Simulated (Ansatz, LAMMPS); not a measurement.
# A frame of liquid furan from 300 K (207 atoms): geometry optimisation, part 3 of 3

Wanted: the relaxed structure of a frame of liquid furan from 300 K (207 atoms) and its electronic structure.

Ansatz 0.2.0; Kohn-Sham DFT, PBE+D4, PAW (set soft_2), plane waves.

The cell: 92 C, 23 O and 92 H. The network of contacts between molecules at the start is that of the classical potential that made the cell. The density was typed from a rule of thumb and may lie off the real one at this temperature. Only the Γ point is sampled, in a cell whose shortest periodic width is 14 Å.

So far, density (g/cm³): step 5 (local order after relaxation) 0.94.

## (6) Single point at the relaxed geometry

The electronic structure is read at the final geometry, in a run of its own.

File input.yaml:

```yaml
crystal:
  lattice:
    - [14.03715, 0.0, 0.0]
    - [0.0, 14.03715, 0.0]
    - [0.0, 0.0, 14.03715]
  atoms:
    - { symbol: C, position: [0.1133, 0.65915, 0.13966] }
    - { symbol: C, position: [0.18525, 0.62386, 0.20285] }
    - { symbol: C, position: [0.13853, 0.57568, 0.27315] }
    - { symbol: O, position: [0.04214, 0.57868, 0.25802] }
    - { symbol: C, position: [0.02814, 0.62993, 0.17621] }
    - { symbol: H, position: [0.12387, 0.70008, 0.075] }
    - { symbol: H, position: [0.26164, 0.63398, 0.19688] }
    - { symbol: H, position: [0.16135, 0.53768, 0.33641] }
    - { symbol: H, position: [0.95468, 0.63805, 0.15377] }
    - { symbol: C, position: [0.80523, 0.64457, 0.98735] }
    - { symbol: C, position: [0.78872, 0.74066, 0.01791] }
    - { symbol: C, position: [0.69525, 0.74527, 0.04405] }
    - { symbol: O, position: [0.65229, 0.65851, 0.03186] }
    - { symbol: C, position: [0.72061, 0.59778, 0.99715] }
    - { symbol: H, position: [0.87125, 0.61416, 0.96095] }
    - { symbol: H, position: [0.83969, 0.79872, 0.02068] }
    - { symbol: H, position: [0.65011, 0.80157, 0.07148] }
    - { symbol: H, position: [0.69749, 0.52546, 0.98307] }
    - { symbol: C, position: [0.63825, 0.96201, 0.88375] }
    - { symbol: C, position: [0.56194, 0.01351, 0.83954] }
    - { symbol: C, position: [0.569, 0.10524, 0.8711] }
    - { symbol: O, position: [0.64472, 0.11435, 0.93183] }
    - { symbol: C, position: [0.68614, 0.0263, 0.93873] }
    - { symbol: H, position: [0.65531, 0.88713, 0.87504] }
    - { symbol: H, position: [0.50942, 0.98544, 0.79024] }
    - { symbol: H, position: [0.52884, 0.16988, 0.85802] }
    - { symbol: H, position: [0.74791, 0.02225, 0.98487] }
    - { symbol: C, position: [0.62939, 0.02952, 0.3091] }
    - { symbol: C, position: [0.59514, 0.95496, 0.24815] }
    - { symbol: C, position: [0.5648, 0.9983, 0.16655] }
    - { symbol: O, position: [0.57804, 0.09468, 0.17249] }
    - { symbol: C, position: [0.61746, 0.11253, 0.25992] }
    [... 169 atom lines left out ...]
    - { symbol: O, position: [0.0612, 0.24916, 0.52988] }
    - { symbol: C, position: [0.09698, 0.25949, 0.62025] }
    - { symbol: H, position: [0.07994, 0.36786, 0.73126] }
    - { symbol: H, position: [0.96302, 0.45072, 0.598] }
    - { symbol: H, position: [0.96926, 0.32874, 0.44414] }
    - { symbol: H, position: [0.14474, 0.20376, 0.64424] }
kpoints:
  mp_grid: { grid: [1, 1, 1] }
hamiltonian:
  xc: pbe
  dispersion: d4
scf:
  occupations: { method: fixed }
output:
  forces: true
  stress: true
  populations: true
  dos:
    method: { smearing: { sigma: 0.08 } }
    de: 0.1
    projected: { site_lists: { C: [C], H: [H], O: [O] } }
  eigenvalues: true
  write_density: true
  write_potential: true
  volumetric_format: npy
  elf: true
```

Command:

```console
$ ansatz run input.yaml --threads 4 --pin off --max-ram 8192MiB --backend cpu --events-out ev --progress --plain --runs-dir out
```

Numbers of over 12 decimals in the logs are rounded to 6 here.

The program printed:

```text
[...]
Crystal: 207 atoms, lattice volume = 2765.902 Å³
Basis set: ecut = 420 eV, 54339 PW (Γ), exchange–correlation on 192×192×192 points (8 copies of the dense FFT grid, shifted against one another)
Bands: 506, of which v1, the nominal top of the filled ones, is band 299 counted from 1 (298 counted from 0)
Symmetry: 1 space group operations
[...]
k-points: 1
[...]
SCF iter   1: F=—  HF=-37579.257330 eV  |F-HF|=—  |Δ(HF+E_count)|=         —  Δρ=8.88e-3  dr2=2.13e0  ethr=1.77e-3  ⟨swp⟩=5.0  Hψ=1746  notcnv=0  defer=203
[...]
SCF iter  11: F=-37578.843856 eV  HF=-37578.843856 eV  |F-HF|=1.42e-8  |Δ(HF+E_count)|=   8.83e-8  Δρ=7.20e-7  dr2=2.59e-8  ethr=1.67e-11  ⟨swp⟩=22.0  Hψ=4939  notcnv=0
SCF 1 converged in 11 iterations: F = -37578.843856 eV  dr2 = 2.59e-8
[...]
WARN: The input density's exchange-correlation potential varies sharply where the density is thin. Do not read a vacuum level from v_tot or v_xc, or from such a field of the output density. On a cell that repeats whose density bears no net charge and no dipole along the vacuum's axis use v_es (v_loc + v_h of the components); [...]
SCF converged after 11 iterations
Free energy (F): -37578.843856 eV
[...]
Internal energy: -37578.843856 eV  (E = F + TS)
E sigma→0 (E₀):  -37578.843856 eV
Fermi energy:    -0.944697 eV
[...]
--- Forces (eV/Å), atoms counted from 1 ---
  atom   1  C      0.00155414     0.00699129    -0.00179620
  atom   2  C     -0.00383881    -0.00626891    -0.00017071
  atom   3  C      0.00418611     0.00127015     0.00573862
  atom   4  O     -0.00087674    -0.00017310     0.00027270
  atom   5  C     -0.00138058    -0.00289729    -0.00226394
  atom   6  H     -0.00033329    -0.00131275     0.00144914
  atom   7  H      0.00116716    -0.00052798     0.00003552
  atom   8  H     -0.00005988     0.00273311    -0.00361714
  atom   9  H      0.00147132     0.00021584    -0.00010516
  atom  10  C     -0.00986332     0.00201479    -0.00356179
  atom  11  C      0.00016799    -0.00598936     0.01365690
  atom  12  C     -0.01002346     0.00283696    -0.01684585
  atom  13  O      0.02016541    -0.00124825     0.01375206
  atom  14  C     -0.00111620     0.00639225    -0.00266036
[...]
atom 206  H     -0.00115296     0.00036737    -0.00352043
  atom 207  H     -0.00116548     0.00045037    -0.00039513
  max |Σ_I F_I| component: 8.07e-5 eV/Å
--- Stress (GPa, compression-positive) ---
       -0.395535      -0.014000       0.008495
       -0.013999      -0.406131      -0.013923
        0.008494      -0.013923      -0.406234
  P = ⅓ Tr σ = -0.4026 GPa (-4.026 kbar)
--- Band table (eV) ---
[...]
--- Löwdin populations: 207 sites ---
  site symbol       q [e]
     0      C      4.1931
     1      C      4.1912
     2      C      3.9691
[...]
206      H      0.7707
  spilling = 0.013780 (of n_electrons = 598.000000)
```

Elapsed: 40 s, on 4 threads of Intel Xeon 6975P-C (Granite Rapids), shared host; peak memory 3.8 GiB.

The program notes that the exchange-correlation potential is rough where the density is thin.

Read from the output:

| Item | Value |
| --- | --- |
| free energy | -37578.8439 eV |
| free energy per atom | -181.5403 eV/atom |
| SCF cycles | 11 |
| pressure | -0.4026 GPa |
| r.m.s. force component | 0.0063 eV/Å |
| longest force | 0.0428 eV/Å |
| Fermi energy | -0.9447 eV |
| gap (highest filled to lowest empty level) | 4.125 eV |
| spilling of the projection | 0.01378 |

Löwdin charges by element (they lack the spilled electrons, 0.040 e an atom on average):

```
element  coordination  atoms  mean charge (e)  spread   least    most
      C           all     92          -0.0829   0.113  -0.209  0.0439
      H           all     92            0.219  0.0057   0.206   0.233
      O           all     23           -0.186  0.0049  -0.198  -0.177
```

Density of states as counts of states in windows of 1 eV (from the Fermi level), total and the larger projections:

```
from (eV)  to (eV)  total   C p   O p   H s   C s
      -18      -15    0.0   0.0   0.0   0.0   0.0
      -15      -14   46.0  12.1   0.7   3.3  25.0
      -14      -13   29.0   3.0   6.9   3.1  15.5
      -13      -12   17.0   1.8   4.1   1.8   9.1
      -12      -10    0.0   0.0   0.0   0.0   0.0
      -10       -9   46.0  20.2  10.0   5.1   9.7
       -9       -8   56.6  24.6   2.3  12.5  13.9
       -8       -7   35.4  16.5   5.9   7.9   3.0
       -7       -6    1.1   0.5   0.5   0.0   0.0
       -6       -5   90.9  39.7  32.3  14.3   3.3
       -5       -4   90.2  61.0   6.7  20.2   1.2
       -4       -3   47.9  19.2  21.9   2.8   0.4
       -3       -2    0.0   0.0   0.0   0.0   0.0
       -2       -1   46.0  32.9  12.7   0.0   0.1
       -1        0   45.2  44.9   0.1   0.0   0.0
        0        1    0.8   0.8   0.0   0.0   0.0
        1        3    0.0   0.0   0.0   0.0   0.0
        3        4    0.2   0.1   0.0   0.0   0.0
        4        5   47.9  34.9   6.8   1.5   0.5
```

The curve was stored every 0.100 eV, coarse against its broadening of 0.08 eV, so these counts are rough.

With fixed occupations the program's Fermi level is the highest filled level; weight inside the gap is the broadening of levels at its edges.

Between -23 and -18 eV lie 46 more states.

The levels nearest the highest filled one (over half full), pooled over k-points and spins:

```
level less the highest filled one (eV)  occupation
                                -0.142           2
                                -0.116           2
                               -0.0761           2
                               -0.0486           2
                               -0.0288           2
                                     0           2
                                  4.13           0
                                  4.19           0
                                  4.24           0
                                  4.28           0
                                  4.32           0
                                  4.33           0
```

Electrostatic potential energy in the ac plane at fractional y = 0.105, with atoms of C and O and H within 0.2 Å of it. With pseudopotentials it is smooth inside the atoms' cores, unlike the true potential.

Ten even steps from '0' (-38 eV) to '9' (5 eV), each cell a mean:
```
99999999999999999999999996336999999999999
99999999999999999999998551003999999999999
99999999987447899999981003458999999999999
99999984342003899999984126999999999999999
99999950016557999999999889999999999999999
99999986579999999999999999999974899999999
99999999999999999999999999999962479999999
99999999999999999999999999999840027789999
99999999999999999999999999999973341117999
99999999999999999999999999999998860017999
99999999999999999999999999999999985578999
99999999999999999999999999999999987789999
99999999999999999999999999999999999999999
99999999999999999999999999999999999999999
99999999999756899999999999999999999999999
99999999888764457679999999899999999999999
99999998888870004149999963479999999999999
99999986357432237899999700049999999999999
99999987565000789999998422479999999999999
99999999997423899999995001899999999999999
99999999999954899999998436999999999989999
89999999999999999999999999999999999988887
38999999999999999999999999999999999999885
48999999999999999999999999999999999999995
```
Columns run along a (14.0 Å; values clipped at the 3rd and 97th percentile), rows up along c (14.0 Å). Atoms in or near the plane, at fractional coordinates: C at (0.57, 0.87), O at (0.64, 0.93), O at (0.58, 0.17), C at (0.62, 0.26), O at (0.19, 0.80), C at (0.29, 0.22), C at (0.35, 0.29), H at (0.42, 0.31), C at (0.85, 0.61), H at (0.75, 0.74), H at (0.99, 0.03).

Valence density in the ac plane at fractional y = 0.105, with atoms of C and O and H within 0.2 Å of it. It is the smooth field of the valence electrons, not physical close to the nuclei.

Ten steps, logarithmic in the rise over the least value, from '0' (0.0 e/Å³) to '9' (5.8 e/Å³), each cell a mean:
```
11000000000010000000011246886321000000011
00000000112332100000134568997421000000000
00000123335565310001246777775311000000000
00001357876776421001246765321100000000000
00011369986555311000123443210111100000000
00000246764222100000001111101245421000000
00000012211000000000000000001367653211000
00000000000000111000000000012467765543210
00000000000000111000000000113456677765320
00000000000000111111110000012333467765310
00000000000000011122221000001112356653210
00000000000000001122221100000011245542100
00000000000111000011110000000001123332100
00000001112343210000000000000000001111000
00000112334576432110000111111000000000000
00000123444566655531101233332100000000000
00000134554457777752102356653110000000000
00001245666677765431113567764210000000000
00002345566777542100125787642100000000000
10001233334676421000137998531100011222111
21100010112355320000135786310000012444322
43100000000122100000011232100000013454344
64200000000000000000000000100000012232346
53100000000000000000000012322110000010235
```
Columns run along a (14.0 Å), rows up along c (14.0 Å). Atoms in or near the plane, at fractional coordinates: C at (0.57, 0.87), O at (0.64, 0.93), O at (0.58, 0.17), C at (0.62, 0.26), O at (0.19, 0.80), C at (0.29, 0.22), C at (0.35, 0.29), H at (0.42, 0.31), C at (0.85, 0.61), H at (0.75, 0.74), H at (0.99, 0.03).

Mean Löwdin charges: C -0.08, H +0.22, O -0.19 e (they miss 1.4 % of the electrons, so they add up to more than the cell's charge). The largest share in the top eV of filled states is C p (100 % of the projected weight), and in the lowest eV of empty states C p (80 % of the projected weight).

A closer look about O148, one of the 23 O atoms: 12 atoms, nearest first, numbered in the order of the input, with positions taken from that point.

```
atom      x      y      z  distance (Å)  Löwdin charge (e)
O148   0.00   0.00   0.00          0.00              -0.19
C149   1.15   0.74  -0.06          1.37               0.03
C147  -0.60   0.29   1.20          1.37               0.03
H153   1.75   0.62  -0.95          2.08               0.23
H152  -1.53  -0.22   1.40          2.09               0.23
C145   1.29   1.49   1.08          2.24              -0.20
C146   0.14   1.20   1.89          2.25              -0.19
 H33  -1.41   0.27  -2.19          2.61               0.22
 H89  -0.83   2.92  -0.03          3.03               0.22
H150   2.10   2.17   1.30          3.29               0.21
H151  -0.09   1.62   2.87          3.29               0.22
H177  -0.59  -2.95  -1.56          3.39               0.22
```

## (7) Outcome

| Property | Result |
| --- | --- |
| energy change in the relaxation | -42.69 meV/atom |
| r.m.s. displacement | 1.162 Å |
| largest displacement | 2.837 Å |
| free energy per atom | -181.5403 eV/atom |
| pressure | -0.4026 GPa |
| r.m.s. force component | 0.0063 eV/Å |
| gap (highest filled to lowest empty level) | 4.125 eV |
| wall time of the 3 DFT runs | 15 min |

**Reading.** Relaxation lowers the energy by 42.7 meV/atom and moves atoms by 1.2 Å r.m.s.; the r.m.s. force component goes from 1.0 to 0.0063 eV/Å, the pressure goes from 0.13 to -0.40 GPa, and the gap from 3.82 to 4.13 eV. From the first step to the last the energy fell by 8.837 eV, and the largest move was 2.84 Å (H161). Between filled and empty levels lie 4.13 eV (at Γ alone); a semilocal functional tends to put such gaps too low. In a disordered cell it changes from sample to sample and from frame to frame.

Caveats: The network of contacts between molecules at the start is that of the classical potential that made the cell; in DFT atoms moved by 1.2 Å r.m.s.

[Logs are printed without paths, hosts, clocks, repeated set-up lines and the standing remarks that a program may print on its own settings, such as how far it seeks lower states.]

[Hosts, paths, dates, database ids (printed as entryN), source tags and the programs' standing remarks are cut or masked in the printed files.]
